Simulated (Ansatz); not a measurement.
**MgO (Fm-3m), small polaron or free electron**

Question: is an added electron in MgO (Fm-3m) a free carrier or a small polaron? The trial puts it on one Mg atom. The model is a cell of 128 host atoms; several levels of theory are compared, with their cost.

Program: Ansatz 0.2.0. Level of theory: plane-wave PAW DFT, HSE06 form with 0.35 exact exchange; relaxation of all atoms of a supercell at fixed charge in a uniform background; PAW set soft_1. Results are calculated unless marked as measured.

## (1) The starting structure

The cell holds 128 atoms: 64 Mg and 64 O. Its edges and angles: a = 11.921 Å, b = 11.921 Å, c = 11.921 Å, α = 60.0°, β = 60.0°, γ = 60.0°. It derives from MgO (space group Fm-3m). Nearest the centre at fractional (0.500, 0.500, 0.500): Mg85 at 0.00 Å, O52 at 2.21 Å, O76 at 2.21 Å, O46 at 2.21 Å, O54 at 2.21 Å, O78 at 2.21 Å, O84 at 2.21 Å, Mg83 at 2.98 Å. The cell carries charge −1.

The host's dielectric constants go in as inputs: 3.24 for the electrons alone, 10.37 with the ions, computed on the host (DFPT, PBEsol).

The cell's shortest repeat is 11.9 Å.

The centre named in tables marks the trial (one Mg atom), and distances without another origin count from it. The distances above are those of the displaced start.

## (2) Relaxation with the electron, HSE06 (α = 0.35)

A share of exact exchange removes much of the self-interaction that would spread the carrier over the cell. The share of exact exchange was chosen, not fitted; 1/ε∞ of the host is 0.31. A carrier doesn't trap itself from the perfect lattice, where equivalent sites compete, so the atoms around the trial site start displaced and the spin starts there. The total moment is locked to that of one carrier.

qm1_M1_trap.hrelax/input.yaml reads:

```yaml
crystal:
  lattice:
    - [0.0, 8.42973141, 8.42973141]
    - [8.42973141, 0.0, 8.42973141]
    - [8.42973141, 8.42973141, 0.0]
  atoms:
    - { symbol: Mg, position: [0.0, 0.0, 0.0] }
    - { symbol: O, position: [0.125, 0.125, 0.125] }
[... 19 atom lines left out ...]
    - { symbol: O, position: [0.125, 0.625, 0.625] }
[... 5 atom lines left out ...]
    - { symbol: O, position: [0.125, 0.875, 0.375] }
[... 15 atom lines left out ...]
    - { symbol: O, position: [0.375, 0.375, 0.375] }
[... 1 atom line left out ...]
    - { symbol: O, position: [0.369069, 0.369069, 0.630931] }
    - { symbol: Mg, position: [0.25, 0.25, 0.75] }
    - { symbol: O, position: [0.375, 0.375, 0.875] }
[... 1 atom line left out ...]
    - { symbol: O, position: [0.375, 0.625, 0.125] }
[... 1 atom line left out ...]
    - { symbol: O, position: [0.369069, 0.630931, 0.369069] }
    - { symbol: Mg, position: [0.25, 0.5, 0.5] }
    - { symbol: O, position: [0.369069, 0.630931, 0.630931] }
    - { symbol: Mg, position: [0.25, 0.5, 0.75] }
[... 3 atom lines left out ...]
    - { symbol: Mg, position: [0.25, 0.75, 0.25] }
    - { symbol: O, position: [0.375, 0.875, 0.375] }
    - { symbol: Mg, position: [0.25, 0.75, 0.5] }
[... 1 atom line left out ...]
    - { symbol: Mg, position: [0.25, 0.75, 0.75] }
[... 4 atom lines left out ...]
    - { symbol: O, position: [0.625, 0.125, 0.375] }
[... 1 atom line left out ...]
    - { symbol: O, position: [0.625, 0.125, 0.625] }
[... 1 atom line left out ...]
    - { symbol: O, position: [0.625, 0.125, 0.875] }
[... 1 atom line left out ...]
    - { symbol: O, position: [0.625, 0.375, 0.125] }
[... 1 atom line left out ...]
    - { symbol: O, position: [0.630931, 0.369069, 0.369069] }
    - { symbol: Mg, position: [0.5, 0.25, 0.5] }
    - { symbol: O, position: [0.630931, 0.369069, 0.630931] }
    - { symbol: Mg, position: [0.5, 0.25, 0.75] }
[... 2 atom lines left out ...]
    - { symbol: O, position: [0.625, 0.625, 0.125] }
    - { symbol: Mg, position: [0.5, 0.5, 0.25] }
    - { symbol: O, position: [0.630931, 0.630931, 0.369069] }
    - { symbol: Mg, position: [0.5, 0.5, 0.5], spin: 1.0 }
    - { symbol: O, position: [0.625, 0.625, 0.625] }
    - { symbol: Mg, position: [0.5, 0.5, 0.75] }
[... 2 atom lines left out ...]
    - { symbol: O, position: [0.625, 0.875, 0.125] }
    - { symbol: Mg, position: [0.5, 0.75, 0.25] }
    - { symbol: O, position: [0.625, 0.875, 0.375] }
    - { symbol: Mg, position: [0.5, 0.75, 0.5] }
[... 6 atom lines left out ...]
    - { symbol: O, position: [0.875, 0.125, 0.375] }
[... 5 atom lines left out ...]
    - { symbol: O, position: [0.875, 0.375, 0.125] }
    - { symbol: Mg, position: [0.75, 0.25, 0.25] }
    - { symbol: O, position: [0.875, 0.375, 0.375] }
    - { symbol: Mg, position: [0.75, 0.25, 0.5] }
    - { symbol: O, position: [0.875, 0.375, 0.625] }
    - { symbol: Mg, position: [0.75, 0.25, 0.75] }
[... 2 atom lines left out ...]
    - { symbol: O, position: [0.875, 0.625, 0.125] }
    - { symbol: Mg, position: [0.75, 0.5, 0.25] }
    - { symbol: O, position: [0.875, 0.625, 0.375] }
    - { symbol: Mg, position: [0.75, 0.5, 0.5] }
[... 5 atom lines left out ...]
    - { symbol: Mg, position: [0.75, 0.75, 0.25] }
[... 4 atom lines left out ...]
    - { symbol: O, position: [0.875, 0.875, 0.875] }
  host:
    repeats: [4, 4, 4]
    atoms:
      - { symbol: Mg, position: [0.0, 0.0, 0.0] }
      - { symbol: O, position: [0.5, 0.5, 0.5] }
total_charge: -1
basis:
  ecutwfc: 420
  xc_grid: 2
hamiltonian:
  xc: { preset: hse06, exx: 0.35 }
  pseudopotentials: { kind: paw, azcp: { folder: soft_1 } }
kpoints:
  mp_grid: { grid: [1, 1, 1] }
magnetization:
  spin_polarized: true
  initial_magnetization: 1
  spin_locking: { lock_magnetization: hard }
scf:
  occupations: { method: fixed }
  max_iter: 80
output:
  forces: true
  charged_corrections:
    epsilon: 3.24
    static_epsilon: 10.37
    defect_position: [0.5, 0.5, 0.5]
relax:
  f_tol: 0.03
  max_steps: 45
  random_displacement: { amplitude: 0.02, seed: 6374 }
checkpoint:
  write: "../qm1_M1_trap.hrelax.run"
  compress: false
  write_wavefunctions: true
  write_every: 100000
```

On the command line:

```
$ ansatz run input.yaml --threads 32 --pin off --max-ram 84787MiB --backend cuda --events-out ev --progress --plain --runs-dir out --max-vram 78GiB
```

Numbers of over 12 decimals in the logs are rounded to 6 here.

The log of the run:

```text
[... repeated set-up lines and file paths are left out, and long positions are rounded to six places ...]
exact exchange: scf.exx.singularity resolves to wigner_seitz, which cuts the screened interaction at the faces of the exchange supercell's Wigner-Seitz cell, so that each pair interacts once, at the shortest of its separations (the periodic images that this [...]
Engine: ansatz 0.2.0, aarch64-unknown-linux-gnu
Pseudopotentials: kind: paw
Pseudopotential: Mg, paw, valence charge 10, recommended cutoff 420 eV (normal), soft_1/Mg.paw.azcp
Pseudopotential: O, paw, valence charge 6, recommended cutoff 420 eV (normal), soft_1/O.paw.azcp
Functional definition: unnamed
  parameter a_1 = 0.35
  parameter omega_1 = 0.207870/angstrom
  exchange = pbe_x + (-a_1)*pbe_x_sr(omega_1) + a_1*exact_x_sr(omega_1)
  correlation = pbe_c
davidson cushion auto → on  (no smearing: the cushion is to keep the highest requested band from converging to the state above it; pin scf.eigensolver.cushion to override)
[...]
Crystal: 128 atoms, lattice volume = 1198.040 Å³
Basis set: ecut = 420 eV, 23409 PW (Γ), exchange–correlation on 160×160×160 points (8 copies of the dense FFT grid, shifted against one another)
Bands: 641, of which v1, the nominal top of the filled ones, is band 513 counted from 1 (512 counted from 0)
Symmetry: 1 space group operations
k-points: 1
Non-local potential: Mg, projectors of the file, l = 0: 3, l = 1: 2, l = 2: 1
Non-local potential: O, projectors of the file, l = 0: 2, l = 1: 2, l = 2: 1
PAW form: soft (Blöchl's): semilocal exchange-correlation on the pseudo side does not see the compensation charge
PAW frozen core: Mg, regenerated for the run's functional, and the local potential with it (the file was generated under x = pbe(κ = 0.804, μ = 0.219515), c = pbe(β = 0.066725))
PAW frozen core: O, regenerated for the run's functional, and the local potential with it (the file was generated under x = pbe(κ = 0.804, μ = 0.219515), c = pbe(β = 0.066725))
PAW one-centre angular grid: Mg, 110 points (default); XC on 96 Gauss nodes
PAW one-centre angular grid: O, 110 points (default); XC on 96 Gauss nodes
Initial density: superposition of atomic densities (chi_scale 0.1, normalization cell, long waves kept (reshape's long-wave potential 0.06 eV rms))
Starting moments: Σ|m| = 1 μB on 1 of 128 sites
Initial wavefunctions: pseudopotential atomic-orbital guess
[...]
Functional: x = pbe(κ = 0.804, μ = 0.219515), c = pbe(β = 0.066725), warm-up for x = pbe(κ = 0.804, μ = 0.219515) + 0.35 (exact − pbe) at short range (hse, ω = 0.207870 Å⁻¹), c = pbe(β = 0.066725)
iter 1 solved again at ethr=2.92e-3 eV; its pass at ethr=1.00e-1 eV (dr2=2.99e1 eV) is discarded
SCF iter   1: F=—  HF=-159607.246234 eV  |Δ(HF+E_count)|=         —  Δρ=3.83e-2 (↑3.54e-2 ↓3.83e-2)  dr2=2.96e1  dr2_m=2.15e0  M=1.000 μB ∫|m|=1.013 μB  Hψ=9025  reapply=2
preconditioner: auto → none  [insulator: Δε(μ)=2.132 eV  Ē_g=15.703 eV  n_scr=338 (ndim 8)  ℏωp=24.3 eV  f_vac=0.000]
SCF iter   2: F=—  HF=-159606.512744 eV  |Δ(HF+E_count)|=   7.33e-1  Δρ=2.50e-2 (↑2.31e-2 ↓2.50e-2)  dr2=1.24e1  dr2_m=1.07e0  M=1.000 μB ∫|m|=1.015 μB  Hψ=2822
[...]
SCF iter  10: F=-159610.608772 eV  HF=-159610.608772 eV  |Δ(HF+E_count)|=   3.14e-7  Δρ=2.18e-6 (↑1.76e-6 ↓2.18e-6)  dr2=3.44e-8  dr2_m=3.27e-8  M=1.000 μB ∫|m|=1.037 μB sched 1.01e-11)  Hψ=3526
SCF 1 converged in 10 iterations: F = -159610.608772 eV  dr2 = 3.44e-8
  greatest PAW one-centre occupation: 1.000 electrons in one spin orbital (limit 2), on the Mg atom at site 110 (counted from 0), in its partial waves of l = 0
[...]
Starting moments: Σ|m| = 1 μB on 1 of 128 sites; this step starts from the density that it was given
[...]
hybrid outer 1: dexx = +5.896e-1 eV, tail = 6.50e-3 eV
[...]
hybrid outer 2: dexx = +4.035e-5 eV, tail = 4.65e-6 eV, Δε = 2.58e-3 eV (about 1.32e-4 eV left of the loop's levels), ΔF = 3.31e-3 eV/Å (tail 1.54e-3)
[...]
hybrid outer 3: dexx = +4.040e-8 eV, tail = 1.57e-7 eV, Δε = 7.84e-5 eV (about 3.66e-5 eV left of the loop's levels), ΔF = 7.45e-5 eV/Å (tail 4.07e-4)
[...]
hybrid outer 1: dexx = +2.925e0 eV, tail = 1.60e-2 eV
[...]
hybrid outer 2: dexx = +1.926e-4 eV, tail = 3.22e-5 eV, Δε = 1.13e-2 eV (about 7.64e-4 eV left of the loop's levels), ΔF = 6.83e-2 eV/Å (tail 1.41e-2)
[...]
hybrid outer 1: dexx = +2.263e0 eV, tail = 1.35e-2 eV
[...]
hybrid outer 2: dexx = +1.528e-4 eV, tail = 6.57e-6 eV, Δε = 5.90e-3 eV (about 2.06e-4 eV left of the loop's levels), ΔF = 4.99e-2 eV/Å (tail 8.98e-3)
[...]
SCF 9 converged in 3 iterations: F = -159631.210207 eV  dr2 = 4.98e-8
[...]
Frozen-core exchange: fock
SCF iter   1: F=—  HF=-159631.210207 eV  |Δ(HF+E_count)|=         —  Δρ=1.90e-6 (↑1.90e-6 ↓1.80e-6)  dr2=8.21e-8  dr2_m=1.87e-9  M=1.000 μB ∫|m|=1.055 μB  Hψ=4601  reapply=2
SCF iter   2: F=-159631.210207 eV  HF=-159631.210207 eV  |Δ(HF+E_count)|=   1.29e-8  Δρ=1.03e-6 (↑1.03e-6 ↓9.99e-7)  dr2=1.39e-8  dr2_m=9.47e-10  M=1.000 μB ∫|m|=1.055 μB sched 7.99e-12)  Hψ=3078
SCF 10 converged in 2 iterations: F = -159631.210207 eV  dr2 = 1.39e-8
[...]
hybrid outer 2: dexx = +4.614e-10 eV, tail = 3.54e-8 eV, Δε = 2.39e-5 eV (about 3.63e-5 eV left of the loop's levels), ΔF = 1.24e-4 eV/Å (tail 5.37e-4)
the filled states extend beyond the cell (their overlap across the Brillouin zone is 0.000, against 0 in a metal and nearly 1 for localised states). With one k-point a hybrid's gap, moments and forces can then be wrong. [...]
[...]
relax step   4: F+E_penalty+E_count = -159631.21020681 eV  Δ(F+E_penalty+E_count) = -2.145e-6 eV  max|allowed force component| = 6.069e-3 eV/Å  Δτ_max = 0.0000 Å  (5 SCF iters, accepted)
hybrid SCF converged: 2 outer / 5 inner (+0 warm-up), last move |dexx| = 4.61e-10 eV, tail = 3.54e-8 eV
Magnetization: 1.0000 μB (513.0000 up, 512.0000 down)
Absolute magnetization: 1.0590 μB (∫|ρ↑−ρ↓|, with the PAW one-centre terms)
Spin contamination: 0.0003 ħ² per cell (⟨S²⟩ above its minimum at these occupations)
Per-site moments (μB) at R_I (Å): [(0.00273385, 0.869210), (0.00242642, 0.869107), (0.00273315, 0.869118), [... 6 left out ...]
Free energy (F): -159631.210207 eV
Harris-Foulkes:  -159631.210207 eV  (|F-HF|=5.01e-9)
Internal energy: -159631.210207 eV  (E = F + TS)
E sigma→0 (E₀):  -159631.210207 eV
Fermi energy:    13.153951 (↑ 13.153951, ↓ 6.263087) eV
--- Per-component energies (eV) ---
  E_band       = -23065.089866
  E_kinetic    = 15696.354669
  E_local      = -108445.114443  (includes V_loc(G=0)·N_el)
  E_nonlocal   = 15622.754751
  E_hartree    = 36075.850936
  E_xc         = -4706.860244
  E_vxc        = -5943.379508  (∫ρ·V_xc dr)
  E_exx        = -6414.602045  (= α·E_x^exact, valence–valence)
  E_paw        = -24989.536301  (= ΣΔE_a)
  E_vpaw       = 681.747096  (= ΣTr[D̂ρ^β])
  E_aug_tail   = 0.045548  (compensation charges beyond the density's cutoff)
  E_ewald      = -82464.573572
  E_core_change = -5.529528  (= ΣΔE_core)
  E_smearing   = -0.000000  (= −TS)
  E_closure    = 0.000023  (closes the sum)
  E_deformation_potential = -18.242108  (in the stress; not in F)
  Σ components = -159631.210207   (vs F -159631.210207, Δ=0.00e0)
--- Forces (eV/Å), atoms counted from 1 ---
  atom   1  Mg    -0.00040794    -0.00150752     0.00112961
  atom   2  O     -0.00121037     0.00068097     0.00235208
  [... 4 atoms left out ...]
  [... 122 more lines of this table ...]
  max |Σ_I F_I| component: 2.67e-5 eV/Å
--- Charged-cell corrections in eV (Makov–Payne, q = -1.000 e, ε = 10.370) ---
  F (periodic)     = -159631.210207  (uncorrected; the corrections below are reported, never added to it)
  E_corr1          = +0.188810  (monopole, q²α_M/2εL)
  F Makov-Payne    = -159631.021397  (F + E_corr1; no measured alignment; for a localised charge, not one spread in a band: unchecked)
  no potential alignment in this run, which stands beside a crystal: run the host's input off ansatz write-host-input, and read the two finished runs by ansatz place-levels (neither reads a slab, a wire or a sheet, whose cell leaves a vacuum)
--- Band table (eV) ---
  k-point 0 ↑: bands = ["-72.0878", "-72.0840", "-72.0837", "-72.0836", "-72.0836", "-72.0835", "-72.0835", "-72.0834", "-72.0834", [... rest cut ...]
  k-point 0 ↓: bands = ["-72.0832", "-72.0793", "-72.0790", "-72.0789", "-72.0789", "-72.0788", "-72.0788", "-72.0787", "-72.0787", [... rest cut ...]
  guard bands above this table: 59 of the run's 641 bands. The solve was not asked for them (output.publish_guard_bands: true or output.eigenvalues: true publishes all)
--- Relaxed structure (4 steps of the walk, 4 accepted, 0 SCFs on fresh bases) ---
  F+E_penalty+E_count = -159631.21020681 eV   max|allowed force component| = 6.069e-3 eV/Å
  atoms:
    - { symbol: Mg, position: [2.510091573917067e-5, -1.6775770385734475e-5, 9.914702545855735e-5] }
    - { symbol: O, position: [0.124988, 0.125015, 0.125095] }
    [... 4 atoms left out ...]
  [... 122 more lines of this table ...]
```

The job ended after 34 s (1 × NVIDIA GB200 with 32 threads of Arm Neoverse V2, shared host; peak memory 2.4 GiB).

The steps of the relaxation:

```tsv
step	energy less that of the first step (eV)	largest force component (eV/Å)
1	0.0000	1.6834
2	-0.5456	0.7707
3	-0.7356	0.0085
4	-0.7356	0.0061
```

The atoms that moved most (Å, from the sites as typed, ahead of the random displacement):

```tsv
atom	dx	dy	dz	length
O84	0.000	0.000	-0.100	0.100
O54	-0.100	0.000	0.000	0.100
O76	0.100	0.000	0.000	0.100
O52	0.000	0.100	0.000	0.100
O46	0.000	0.000	0.100	0.100
O78	0.000	-0.099	0.000	0.099
```

The moves above count from the input, in which the atoms at the trial site were already displaced.

The atoms nearest to the centre after the run:

```tsv
atom	distance (Å)
Mg85	0.001
O76	2.107
O52	2.107
O46	2.107
O84	2.108
O54	2.108
O78	2.109
Mg83	2.979
Mg115	2.980
Mg53	2.980
Mg77	2.980
Mg91	2.980
Mg61	2.980
Mg109	2.980
Mg117	2.981
Mg93	2.981
```

The sizes of the moments in the atoms' spheres add to about 0.3 μB, shared by more than 30 atoms in effect: the carrier has spread out.

## (3) The states that it is compared with

Its energy has a meaning only beside the cell without the carrier and the carrier left in the undistorted cell, under the same functional.

Times on 1 × NVIDIA GB200 with 32 threads of Arm Neoverse V2, shared host:

```tsv
charge	start	kind	largest moment on one atom (μB)	time
0	ideal sites	relaxation	-	9.9 s
−1	ideal sites	single point	0.00	18 s
```

[end of part 1 of 2]

[Logs are printed without paths, hosts, clocks, repeated set-up lines and the standing remarks that a program may print on its own settings, such as how far it seeks lower states.]

[Hosts, paths, dates, database ids (printed as entryN), source tags and the programs' standing remarks are cut or masked in the printed files.]

[For some hosts the program warned that the k-mesh of the response run may be too coarse for force constants and the static dielectric constant; such warnings are not shown here.]
